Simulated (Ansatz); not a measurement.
# Y on Nb(110): change of the work function, part 2 of 3

Aim: the work function of Nb(110) at several coverages of Y (hollow site), and the dipole that each adsorbate carries.

Ansatz 0.2.0; plane-wave DFT, PBE, Ansatz PAW.

So far, work function, upper face (eV): step 2 (the clean slab) 4.49.

**3. Adsorbate added, k-mesh 4×4×1, coverage 0.111 ML**

System of this step: YNb36 (Y/Nb(110)). The cell holds 37 atoms: 36 Nb and 1 Y. Its edges and angles: a = 8.574 Å, b = 8.574 Å, c = 28.229 Å, α = 90.0°, β = 90.0°, γ = 70.5°. Vacuum lies along c.

The clean slab as it ended is repeated in the plane and the adsorbate is set on one face; the cell's size fixes the coverage, and the k-mesh shrinks with it to keep the sampling density about even. Adsorbate and upper layers relax, since the dipole depends on the height.

The input, input.yaml:

```yaml
crystal:
  lattice:
    - [7.0003571337, -4.95, 0.0]
    - [7.0003571337, 4.95, 0.0]
    - [0.0, 0.0, 28.2294614088]
  atoms:
    - { symbol: Nb, position: [0.0, 0.0, 0.3188158594] }
    - { symbol: Nb, position: [0.1666666667, 0.1666666667, 0.40147604] }
    - { symbol: Nb, position: [0.0, 0.0, 0.4851697026] }
    - { symbol: Nb, position: [0.1666666667, 0.1666666667, 0.5648930405] }
    - { symbol: Nb, position: [0.0, 0.3333333333, 0.3188158594] }
    - { symbol: Nb, position: [0.1666666667, 0.5, 0.40147604] }
    - { symbol: Nb, position: [0.0, 0.3333333333, 0.4851697026] }
    - { symbol: Nb, position: [0.1666666667, 0.5, 0.5648930405] }
    - { symbol: Nb, position: [0.0, 0.6666666667, 0.3188158594] }
    - { symbol: Nb, position: [0.1666666667, 0.8333333333, 0.40147604] }
    - { symbol: Nb, position: [0.0, 0.6666666667, 0.4851697026] }
    - { symbol: Nb, position: [0.1666666667, 0.8333333333, 0.5648930405] }
    - { symbol: Nb, position: [0.3333333333, 0.0, 0.3188158594] }
    - { symbol: Nb, position: [0.5, 0.1666666667, 0.40147604] }
    - { symbol: Nb, position: [0.3333333333, 0.0, 0.4851697026] }
    - { symbol: Nb, position: [0.5, 0.1666666667, 0.5648930405] }
    - { symbol: Nb, position: [0.3333333333, 0.3333333333, 0.3188158594] }
    - { symbol: Nb, position: [0.5, 0.5, 0.40147604] }
    - { symbol: Nb, position: [0.3333333333, 0.3333333333, 0.4851697026] }
    - { symbol: Nb, position: [0.5, 0.5, 0.5648930405] }
    - { symbol: Nb, position: [0.3333333333, 0.6666666667, 0.3188158594] }
    - { symbol: Nb, position: [0.5, 0.8333333333, 0.40147604] }
    - { symbol: Nb, position: [0.3333333333, 0.6666666667, 0.4851697026] }
    - { symbol: Nb, position: [0.5, 0.8333333333, 0.5648930405] }
    - { symbol: Nb, position: [0.6666666667, 0.0, 0.3188158594] }
    - { symbol: Nb, position: [0.8333333333, 0.1666666667, 0.40147604] }
    - { symbol: Nb, position: [0.6666666667, 0.0, 0.4851697026] }
    - { symbol: Nb, position: [0.8333333333, 0.1666666667, 0.5648930405] }
    - { symbol: Nb, position: [0.6666666667, 0.3333333333, 0.3188158594] }
    - { symbol: Nb, position: [0.8333333333, 0.5, 0.40147604] }
    - { symbol: Nb, position: [0.6666666667, 0.3333333333, 0.4851697026] }
    - { symbol: Nb, position: [0.8333333333, 0.5, 0.5648930405] }
    - { symbol: Nb, position: [0.6666666667, 0.6666666667, 0.3188158594] }
    - { symbol: Nb, position: [0.8333333333, 0.8333333333, 0.40147604] }
    - { symbol: Nb, position: [0.6666666667, 0.6666666667, 0.4851697026] }
    - { symbol: Nb, position: [0.8333333333, 0.8333333333, 0.5648930405] }
    - { symbol: "Y", position: [0.28, 0.28, 0.6811841406] }
kpoints:
  mp_grid: { grid: [4, 4, 1] }
hamiltonian:
  xc: pbe
scf:
  occupations: { method: fermi_dirac, width: 0.1 }
  convergence: { dr2_threshold: 1.0e-08 }
efield:
  axis: 3
  dipole_correction: true
  ramp_position: 0.97
  ramp_width: 0.06
relax:
  f_tol: 0.02
  max_steps: 60
  constraints:
    - { sites: [0, 1, 4, 5, 8, 9, 12, 13, 16, 17, 20, 21, 24, 25, 28, 29, 32, 33] }
output:
  write_potential: true
  write_density: true
  volumetric_format: npy
```

Started as:

```sh
$ ansatz run input.yaml --threads 4 --pin off --max-ram 16384MiB --backend cpu --events-out ev --progress --plain --runs-dir out
```

Log:

```text
[...]
Crystal: 37 atoms, lattice volume = 1956.401 Å³
Basis set: ecut = 420 eV, 38309 PW (Γ), exchange–correlation on 120×120×384 points (8 copies of the dense FFT grid, shifted against one another)
Bands: 288, of which v1, the nominal top of the filled ones, is band 240 counted from 1 (239 counted from 0)
Symmetry: 2 space group operations
[...]
k-points: 7 of 16 (time reversal used)
[...]
SCF iter   1: F=—  HF=-167713.101782 eV  |F-HF|=—  |Δ(HF+E_count)|=         —  Δρ=9.07e-3  dr2=3.16e1  ethr=1.77e-3  p=0.594 e·Å  D=5.50e-2 V/Å  ΔV_dip=-1.55 eV  dr2_dipole=5.48e-2  V_vac-E_F(+/−)=3.32/4.87 eV  ⟨swp⟩=11.6  Hψ=10186  notcnv=0
[...]
SCF iter  10: F=-167712.172780 eV  HF=-167712.172780 eV  |F-HF|=6.46e-9  |Δ(HF+E_count)|=   3.24e-8  Δρ=3.87e-7  dr2=7.28e-9  ethr=2.09e-12  p=0.594 e·Å  D=5.50e-2 V/Å  ΔV_dip=-1.55 eV  dr2_dipole=5.48e-11  V_vac-E_F(+/−)=2.97/4.52 eV  ⟨swp⟩=11.7  Hψ=14698  notcnv=0
SCF 1 converged in 10 iterations: F = -167712.172780 eV  dr2 = 7.28e-9
[...]
relax step   1: F+E_penalty+E_count = -167712.17277959 eV  Δ(F+E_penalty+E_count) = +0.000e0 eV  max|allowed force component| = 2.252e0 eV/Å  Δτ_max = 0.0000 Å  (10 SCF iters, accepted)
[...]
SCF iter  10: F=-167712.695748 eV  HF=-167712.695748 eV  |F-HF|=2.44e-9  |Δ(HF+E_count)|=   2.46e-8  Δρ=2.10e-7  dr2=1.82e-9  ethr=1.00e-12  p=0.638 e·Å  D=5.90e-2 V/Å  ΔV_dip=-1.67 eV  dr2_dipole=3.47e-10  V_vac-E_F(+/−)=2.86/4.52 eV  ⟨swp⟩=10.6  Hψ=13402  notcnv=0
SCF 2 converged in 10 iterations: F = -167712.695748 eV  dr2 = 1.82e-9
relax step   2: F+E_penalty+E_count = -167712.69574811 eV  Δ(F+E_penalty+E_count) = -5.230e-1 eV  max|allowed force component| = 2.298e0 eV/Å  Δτ_max = 0.1918 Å  (10 SCF iters, accepted)
SCF iter   1: F=—  HF=-167713.208523 eV  |F-HF|=—  |Δ(HF+E_count)|=         —  Δρ=2.61e-3  dr2=1.24e0  ethr=1.34e-3  p=0.638 e·Å  D=5.90e-2 V/Å  ΔV_dip=-1.67 eV  dr2_dipole=2.74e-1  V_vac-E_F(+/−)=2.86/4.53 eV  ⟨swp⟩=4.3  Hψ=3720  notcnv=0
[...]
SCF iter  10: F=-167713.153384 eV  HF=-167713.153384 eV  |F-HF|=1.86e-9  |Δ(HF+E_count)|=   1.92e-8  Δρ=2.91e-7  dr2=2.58e-9  ethr=2.09e-12  p=0.652 e·Å  D=6.03e-2 V/Å  ΔV_dip=-1.70 eV  dr2_dipole=4.03e-10  V_vac-E_F(+/−)=2.82/4.52 eV  ⟨swp⟩=10.1  Hψ=12701  notcnv=0
SCF 3 converged in 10 iterations: F = -167713.153384 eV  dr2 = 2.58e-9
relax step   3: F+E_penalty+E_count = -167713.15338398 eV  Δ(F+E_penalty+E_count) = -4.576e-1 eV  max|allowed force component| = 1.976e0 eV/Å  Δτ_max = 0.1907 Å  (10 SCF iters, accepted)
[...]
relax step   4: F+E_penalty+E_count = -167713.48892535 eV  Δ(F+E_penalty+E_count) = -3.355e-1 eV  max|allowed force component| = 1.220e0 eV/Å  Δτ_max = 0.1962 Å  (10 SCF iters, accepted)
[...]
relax step   5: F+E_penalty+E_count = -167713.67178792 eV  Δ(F+E_penalty+E_count) = -1.829e-1 eV  max|allowed force component| = 3.150e-1 eV/Å  Δτ_max = 0.1984 Å  (10 SCF iters, accepted)
[...]
relax step   6: F+E_penalty+E_count = -167713.75028999 eV  Δ(F+E_penalty+E_count) = -7.850e-2 eV  max|allowed force component| = 2.480e-1 eV/Å  Δτ_max = 0.2000 Å  (9 SCF iters, accepted)
[...]
relax step   7: F+E_penalty+E_count = -167713.78505049 eV  Δ(F+E_penalty+E_count) = -3.476e-2 eV  max|allowed force component| = 2.096e-1 eV/Å  Δτ_max = 0.2000 Å  (9 SCF iters, accepted)
[...]
relax step   8: F+E_penalty+E_count = -167713.80378513 eV  Δ(F+E_penalty+E_count) = -1.873e-2 eV  max|allowed force component| = 1.200e-1 eV/Å  Δτ_max = 0.2000 Å  (9 SCF iters, accepted)
[...]
relax step   9: F+E_penalty+E_count = -167713.80963150 eV  Δ(F+E_penalty+E_count) = -5.846e-3 eV  max|allowed force component| = 1.352e-2 eV/Å  Δτ_max = 0.1347 Å  (9 SCF iters, accepted)
SCF iter   1: F=—  HF=-167713.810149 eV  |F-HF|=—  |Δ(HF+E_count)|=         —  Δρ=5.28e-4  dr2=1.16e-2  ethr=3.14e-5  p=0.544 e·Å  D=5.04e-2 V/Å  ΔV_dip=-1.42 eV  dr2_dipole=3.57e-5  V_vac-E_F(+/−)=3.11/4.53 eV  ⟨swp⟩=4.0  Hψ=3689  notcnv=0
[...]
SCF iter   8: F=-167713.809931 eV  HF=-167713.809931 eV  |F-HF|=7.16e-9  |Δ(HF+E_count)|=   2.57e-8  Δρ=2.22e-7  dr2=9.90e-10  ethr=2.09e-12  p=0.544 e·Å  D=5.03e-2 V/Å  ΔV_dip=-1.42 eV  dr2_dipole=3.30e-11  V_vac-E_F(+/−)=3.11/4.53 eV  ⟨swp⟩=10.1  Hψ=13009  notcnv=0
SCF 10 converged in 8 iterations: F = -167713.809931 eV  dr2 = 9.90e-10
[...]
relax step  10: F+E_penalty+E_count = -167713.80993126 eV  Δ(F+E_penalty+E_count) = -2.998e-4 eV  max|allowed force component| = 1.128e-2 eV/Å  Δτ_max = 0.0566 Å  (8 SCF iters, accepted)
NSCF: frozen V_eff on 7 k-points
the band table was solved once a step of the walk had ended and its energy, with any forces and stress, was formed, with the checks that follow a solve (7619 applications of the Hamiltonian). They found nothing against the state; the energy, forces and stress were not computed again (output.eigenvalues in the input reference)
SCF converged after 8 iterations
Free energy (F): -167713.809931 eV
[...]
Internal energy: -167712.230308 eV  (E = F + TS)
E sigma→0 (E₀):  -167713.020119 eV
Entropy (-TS):   -1.579624 eV (-42.693 meV/atom)
Fermi energy:    3.719571 eV
Dipole field:    D = 0.050274 V/Å  (p = 0.543552 e·Å, saw-weighted, corrected)
Work function:   Φ+ = 3.1075 eV   Φ− = 4.5268 eV
[...]
--- Forces (eV/Å), atoms counted from 1 ---
  atom   1  Nb    -0.01024654     0.00000000     0.34871053
  atom   2  Nb    -0.05833739     0.00000000    -0.37962662
  atom   3  Nb     0.00924196     0.00000000     0.00403007
  atom   4  Nb     0.00087565     0.00000000    -0.00743536
  atom   5  Nb    -0.01205919    -0.02453151     0.32847009
  atom   6  Nb     0.00056339    -0.04199714    -0.34727741
  atom   7  Nb     0.00492390     0.00082512    -0.00285039
  atom   8  Nb     0.00097990    -0.00298239    -0.00271088
  atom   9  Nb    -0.00004341     0.00751767     0.33086855
  atom  10  Nb     0.03068185     0.01752464    -0.28707174
  atom  11  Nb     0.00166899     0.00076888     0.00294212
  atom  12  Nb    -0.00192801    -0.00173323     0.00048215
  atom  13  Nb    -0.01205919     0.02453151     0.32847009
  atom  14  Nb     0.00056339     0.04199714    -0.34727741
  atom  15  Nb     0.00492390    -0.00082512    -0.00285039
  atom  16  Nb     0.00097990     0.00298239    -0.00271088
  atom  17  Nb    -0.00025608     0.00000000     0.33250899
  atom  18  Nb     0.06005675     0.00000000    -0.38044415
  atom  19  Nb    -0.00843461     0.00000000    -0.00140659
  atom  20  Nb     0.00104731     0.00000000    -0.00693253
  atom  21  Nb     0.01229291    -0.02425002     0.32847865
  atom  22  Nb    -0.02897468    -0.01843984    -0.28594017
  atom  23  Nb    -0.00308794     0.00182658    -0.00039317
  atom  24  Nb    -0.00022664     0.00078236     0.00188548
  atom  25  Nb    -0.00004341    -0.00751767     0.33086855
  atom  26  Nb     0.03068185    -0.01752464    -0.28707174
  atom  27  Nb     0.00166899    -0.00076888     0.00294212
  atom  28  Nb    -0.00192801     0.00173323     0.00048215
  atom  29  Nb     0.01229291     0.02425002     0.32847865
  atom  30  Nb    -0.02897468     0.01843984    -0.28594017
  atom  31  Nb    -0.00308794    -0.00182658    -0.00039317
  atom  32  Nb    -0.00022664    -0.00078236     0.00188548
  atom  33  Nb     0.01001326     0.00000000     0.34946344
  atom  34  Nb    -0.00022274     0.00000000    -0.40005475
  atom  35  Nb    -0.01006016     0.00000000    -0.00552518
  atom  36  Nb    -0.00056488     0.00000000     0.00167974
  atom  37  Y     -0.00272212     0.00000000     0.01127508
  max |Σ_I F_I| component: 2.75e-5 eV/Å
--- Band table (eV; the first three rows and the last of 7) ---
  k-point 0: bands = [... 236 lower, 3.8548, 3.8597, 3.8867, 3.9313, 3.9493, 3.9494, 4.0067, 4.0314, ... 44 higher]
  k-point 1: bands = [... 236 lower, 3.6574, 3.6918, 3.7456, 3.7704, 3.8138, 3.8468, 3.8596, 3.9761, ... 44 higher]
  k-point 2: bands = [... 236 lower, 3.5255, 3.5864, 3.6236, 3.6589, 3.7253, 3.7561, 3.8176, 3.8753, ... 44 higher]
  k-point 6: bands = [... 236 lower, 3.5231, 3.5304, 3.5751, 3.5813, 3.6671, 3.6684, 3.6964, 3.7279, ... 44 higher]
--- Relaxed structure (10 steps of the walk, 10 accepted, 0 SCFs on fresh bases) ---
  F+E_penalty+E_count = -167713.80993126 eV   max|allowed force component| = 1.128e-2 eV/Å
  atoms:
    - { symbol: Nb, position: [0.0, 0.0, 0.3188158594] }
    - { symbol: Nb, position: [0.166667, 0.166667, 0.401476] }
    - { symbol: Nb, position: [-0.000571649, -0.000571649, 0.485361] }
    - { symbol: Nb, position: [0.161898, 0.161898, 0.565789] }
    - { symbol: Nb, position: [2.775558e-17, 0.333333, 0.3188158594] }
    - { symbol: Nb, position: [0.1666666667, 0.5, 0.401476] }
    - { symbol: Nb, position: [-0.00093298, 0.331339, 0.485007] }
    - { symbol: Nb, position: [0.163644, 0.503049, 0.562505] }
    - { symbol: Nb, position: [5.551115e-17, 0.666667, 0.3188158594] }
    - { symbol: Nb, position: [0.166667, 0.833333, 0.401476] }
    - { symbol: Nb, position: [-0.00106099, 0.667755, 0.484439] }
    - { symbol: Nb, position: [0.167324, 0.830587, 0.566654] }
    - { symbol: Nb, position: [0.333333, 2.775558e-17, 0.3188158594] }
    - { symbol: Nb, position: [0.5, 0.1666666667, 0.401476] }
    - { symbol: Nb, position: [0.331339, -0.00093298, 0.485007] }
    - { symbol: Nb, position: [0.503049, 0.163644, 0.562505] }
    - { symbol: Nb, position: [0.3333333333, 0.3333333333, 0.3188158594] }
    - { symbol: Nb, position: [0.500000, 0.500000, 0.401476] }
    - { symbol: Nb, position: [0.333408, 0.333408, 0.484573] }
    - { symbol: Nb, position: [0.504909, 0.504909, 0.565737] }
    - { symbol: Nb, position: [0.3333333333, 0.666667, 0.3188158594] }
    - { symbol: Nb, position: [0.500000, 0.833333, 0.401476] }
    - { symbol: Nb, position: [0.335346, 0.667668, 0.484998] }
    - { symbol: Nb, position: [0.499423, 0.836203, 0.566644] }
    - { symbol: Nb, position: [0.666667, 5.551115e-17, 0.3188158594] }
    - { symbol: Nb, position: [0.833333, 0.166667, 0.401476] }
    - { symbol: Nb, position: [0.667755, -0.00106099, 0.484439] }
    - { symbol: Nb, position: [0.830587, 0.167324, 0.566654] }
    - { symbol: Nb, position: [0.666667, 0.3333333333, 0.3188158594] }
    - { symbol: Nb, position: [0.833333, 0.500000, 0.401476] }
    - { symbol: Nb, position: [0.667668, 0.335346, 0.484998] }
    - { symbol: Nb, position: [0.836203, 0.499423, 0.566644] }
    - { symbol: Nb, position: [0.6666666667, 0.6666666667, 0.3188158594] }
    - { symbol: Nb, position: [0.833333, 0.833333, 0.401476] }
    - { symbol: Nb, position: [0.667307, 0.667307, 0.485405] }
    - { symbol: Nb, position: [0.833426, 0.833426, 0.566194] }
    - { symbol: Y, position: [0.334001, 0.334001, 0.646933] }
```

Elapsed: 27 min, on 4 threads of Arm Neoverse V2, shared host; peak memory 10 GiB.

Relaxation path:

```tsv
step	energy less that of the first step (eV)	largest force component (eV/Å)
1	0.0000	2.2525
2	-0.5230	2.2975
3	-0.9806	1.9762
4	-1.3161	1.2199
5	-1.4990	0.3150
6	-1.5775	0.2480
7	-1.6123	0.2096
8	-1.6310	0.1200
9	-1.6369	0.0135
10	-1.6372	0.0113
```

Forces are held to the 2 operations that the program found; a distortion that breaks them can't arise in this run.

The atoms that moved most (Å):

```tsv
atom	dx	dy	dz	length
Y37	0.756	0.000	-0.967	1.227
Nb8	0.000	0.030	-0.067	0.074
Nb16	0.000	-0.030	-0.067	0.074
Nb20	0.069	0.000	0.024	0.073
Nb4	-0.067	0.000	0.025	0.071
Nb24	0.016	0.017	0.049	0.055
Nb32	0.016	-0.017	0.049	0.055
Nb28	-0.015	0.017	0.050	0.054
```

Final coordinates:

```cif
data_structure
_symmetry_space_group_name_H-M 'P 1'
_symmetry_Int_Tables_number 1
_cell_length_a 8.5737
_cell_length_b 8.5737
_cell_length_c 28.2295
_cell_angle_alpha 90.000
_cell_angle_beta 90.000
_cell_angle_gamma 70.529
_cell_volume 1956.40
loop_
_atom_site_label
_atom_site_type_symbol
_atom_site_fract_x
_atom_site_fract_y
_atom_site_fract_z
_atom_site_occupancy
Nb1 Nb 0.00000 0.00000 0.31882 1
Nb2 Nb 0.16667 0.16667 0.40148 1
Nb3 Nb 0.99943 0.99943 0.48536 1
Nb4 Nb 0.16190 0.16190 0.56579 1
Nb5 Nb 0.00000 0.33333 0.31882 1
Nb6 Nb 0.16667 0.50000 0.40148 1
Nb7 Nb 0.99907 0.33134 0.48501 1
Nb8 Nb 0.16364 0.50305 0.56251 1
Nb9 Nb 0.00000 0.66667 0.31882 1
Nb10 Nb 0.16667 0.83333 0.40148 1
Nb11 Nb 0.99894 0.66775 0.48444 1
Nb12 Nb 0.16732 0.83059 0.56665 1
Nb13 Nb 0.33333 0.00000 0.31882 1
Nb14 Nb 0.50000 0.16667 0.40148 1
Nb15 Nb 0.33134 0.99907 0.48501 1
Nb16 Nb 0.50305 0.16364 0.56251 1
Nb17 Nb 0.33333 0.33333 0.31882 1
Nb18 Nb 0.50000 0.50000 0.40148 1
Nb19 Nb 0.33341 0.33341 0.48457 1
Nb20 Nb 0.50491 0.50491 0.56574 1
Nb21 Nb 0.33333 0.66667 0.31882 1
Nb22 Nb 0.50000 0.83333 0.40148 1
Nb23 Nb 0.33535 0.66767 0.48500 1
Nb24 Nb 0.49942 0.83620 0.56664 1
Nb25 Nb 0.66667 0.00000 0.31882 1
Nb26 Nb 0.83333 0.16667 0.40148 1
Nb27 Nb 0.66775 0.99894 0.48444 1
Nb28 Nb 0.83059 0.16732 0.56665 1
Nb29 Nb 0.66667 0.33333 0.31882 1
Nb30 Nb 0.83333 0.50000 0.40148 1
Nb31 Nb 0.66767 0.33535 0.48500 1
Nb32 Nb 0.83620 0.49942 0.56664 1
Nb33 Nb 0.66667 0.66667 0.31882 1
Nb34 Nb 0.83333 0.83333 0.40148 1
Nb35 Nb 0.66731 0.66731 0.48541 1
Nb36 Nb 0.83343 0.83343 0.56619 1
Y37 Y 0.33400 0.33400 0.64693 1
```

Read from the output:

- energy at zero smearing: -167713.0201 eV
- work function, upper face: 3.108 eV
- work function, lower face: 4.527 eV
- dipole along the normal: 0.5436 e·Å
- step between the vacuum levels: -1.419 eV

Running mean over 2.333 Å of the planar mean; the ramp of the sawtooth is left out. The electron's electrostatic potential energy less the Fermi level by z:

```tsv
z (Å)	electron's electrostatic potential energy less the Fermi level (eV)
4	4.52
5	4.51
6	4.34
7	2.78
8	-5.88
9	-11.0
10	-11.0
11	-10.9
12	-10.8
13	-10.8
14	-11.1
15	-11.6
16	-11.0
17	-6.21
18	0.879
19	1.95
20	2.80
21	3.07
22	3.10
23	3.11
24	3.11
25	3.11
```

The relaxation took 10 steps and lowered the energy by 1.6 eV; the largest force on the free atoms ends at 0.011 eV/Å.

The covered face has 3.11 eV, -1.38 eV against the clean one; the bare back face has moved by -0.00 eV, a measure of how thin the slab is.

(Continued in part 3 of 3.)

[Long decimals in the printed logs are rounded to 6 places.]

[Logs are printed without paths, hosts, clocks, repeated set-up lines and the standing remarks that a program may print on its own settings, such as how far it seeks lower states.]

[Hosts, paths, dates, database ids (printed as entryN), source tags and the programs' standing remarks are cut or masked in the printed files.]

[Maps of the electrostatic potential energy from Ansatz leave out the sawtooth potential of an applied field or a dipole correction, so their vacuum need not be flat; planar profiles and work functions include it.]
